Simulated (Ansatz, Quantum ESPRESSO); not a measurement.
# BaTiO3 (001), cubic perovskite: a film clamped to its substrate

A thin film takes the in-plane lattice of its substrate and is free along the normal. How do the free axis and the stress follow the misfit? The strained cell has c along the film normal; unstrained it is a = 3.9774 Å, b = 3.9774 Å, c = 3.9774 Å, α = 90.00°, β = 90.00°, γ = 90.00°, with 5 atoms. The symmetry of the cell is held, so distortions that would lower it, which this phase may prefer, aren't tested.

Calculated with Quantum ESPRESSO 7.5, PBEsol, GBRV 1.5 ultrasoft potentials, cutoff 680 eV, Fermi–Dirac smearing 0.02 eV, k-mesh 7×7×7, no spin polarisation, no spin-orbit coupling.

Relaxed positions at 0 %:

```csv
atom,x,y,z
Ba,0.0000,0.0000,0.0000
Ti,0.5000,0.5000,0.5000
O,0.5000,0.5000,0.0000
O,0.5000,0.0000,0.5000
O,0.0000,0.5000,0.5000
```

| ε∥ (%) | a (Å) | c (Å) | ε⊥ (%) | σ (GPa, tension positive) |
| --- | --- | --- | --- | --- |
| −3 | 3.8581 | 4.0694 | 2.315 | −12.46 |
| −1 | 3.9376 | 4.0064 | 0.731 | −3.71 |
| 0 | 3.9774 | 3.9774 | 0.000 | 0.00 |
| 1 | 4.0172 | 3.9501 | −0.685 | 3.32 |
| 2 | 4.0569 | 3.9245 | −1.331 | 6.31 |
| 3 | 4.0967 | 3.9008 | −1.926 | 9.00 |

**Question.** Fit both responses and give the free strain and the stress at −2 %, a row left out above.

Least squares with y = y0 + y1 ε + y2 ε² (ε in %) gives ε⊥ = 0.000 + (−0.7072) ε + (0.0215) ε² and σ = −0.01 + (3.566) ε + (−0.192) ε² GPa. The linear terms put the ratio of free to applied strain at −0.707 and the biaxial modulus at 357 GPa.

At −2 % the free strain comes out as 1.501 %. The run itself gives 1.501 %, so the estimate misses by 0.000 %, a rounding's worth.

The stress comes out as −7.91 GPa. The run itself gives −7.84 GPa, so the estimate misses by 0.07 GPa; the fitted rows themselves lie up to 0.06 GPa off the law.

For a cubic crystal strained in (001), ε⊥/ε∥ = −R with R = 2C12/C11, the modulus is C11 + C12 − 2C12²/C11 = C11(1 + R/2 − R²/2), so C11 = 323 GPa and C12 = 114 GPa.

The negative ε² term means that the crystal stiffens in compression and softens in tension.

The same fit over all rows at other levels or in other programs gives the strain ratio = −0.693 with PBEsol (Ansatz) and −0.695 with PBEsol (Quantum ESPRESSO, PseudoDojo).

[Logs are printed without paths, hosts, clocks, repeated set-up lines and the standing remarks that a program may print on its own settings, such as how far it seeks lower states.]
